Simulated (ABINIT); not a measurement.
# AlN (F-43m): refractive index against wavelength

The refractive index of AlN (F-43m) below the direct gap (4.24 eV on the mesh) is read from one computed spectrum, n = √(Re ε).

Cell: a, b, c = 3.089, 3.089, 3.089 Å (primitive vectors), 2 atoms.

Method: ABINIT 10.8.3, LDA, independent particles, k-mesh 13×13×13, Lorentzian half width 0.04 eV.

Launch of the response step: `optic optic.abi`. The run took 24 s, its band step included, on 4 threads of Intel(R) Xeon(R) Processor @ 2.70GHz, with other jobs on the host.

```
wavelength (nm)  photon energy E (eV)       n
           1310                 0.946  2.1803
           1064                 1.165  2.1866
            850                 1.459  2.1973
            700                 1.771  2.2119
            633                 1.959  2.2224
            532                 2.331  2.2475
            450                 2.755       ?
```

In the single-oscillator model n² − 1 = E₀E_d/(E₀² − E²), so 1/(n² − 1) = E₀/E_d − E²/(E₀E_d) is linear in E².

Working, on the rows shown:

| x = E² (eV²) | y = 1/(n² − 1) |
| --- | --- |
| 0.895757 | 0.266403 |
| 1.35784 | 0.264465 |
| 2.12762 | 0.261224 |
| 3.13716 | 0.256904 |
| 3.83641 | 0.253868 |
| 5.43137 | 0.246837 |

Means: x̄ = 2.7977, ȳ = 0.25828. Σ(x − x̄)(y − ȳ) = -0.06152, Σ(x − x̄)² = 14.27. Slope = -0.06152 / 14.27 = -0.004311; intercept = ȳ − slope · x̄ = 0.27034. Turned back into n, the line misses the rows shown by at most 0.00034.

Predict the last column of the withheld row from the fit.

At x = 7.5912 the line gives y = 0.23762, that is 2.2822. The run gave 2.2846, so the extrapolation is off by 0.0024, 2 % of the range in the table.

Refitted with all rows, the slope is -0.004386 and the intercept 0.27052. These give E₀ = √(intercept/−slope) = 7.85 eV and E_d = E₀/intercept = 29.0 eV; E₀ is 1.9 times the direct gap. The electronic limit at long wavelengths, without lattice vibrations, is n = √(1 + 1/intercept) = 2.167. Excitons are left out and so are local fields; LDA gaps are as a rule too small. The values come from a sum over the points of one k-mesh and carry its error, which grows as the direct gap shrinks.

[Logs are printed without paths, hosts, clocks, repeated set-up lines and the standing remarks that a program may print on its own settings, such as how far it seeks lower states.]
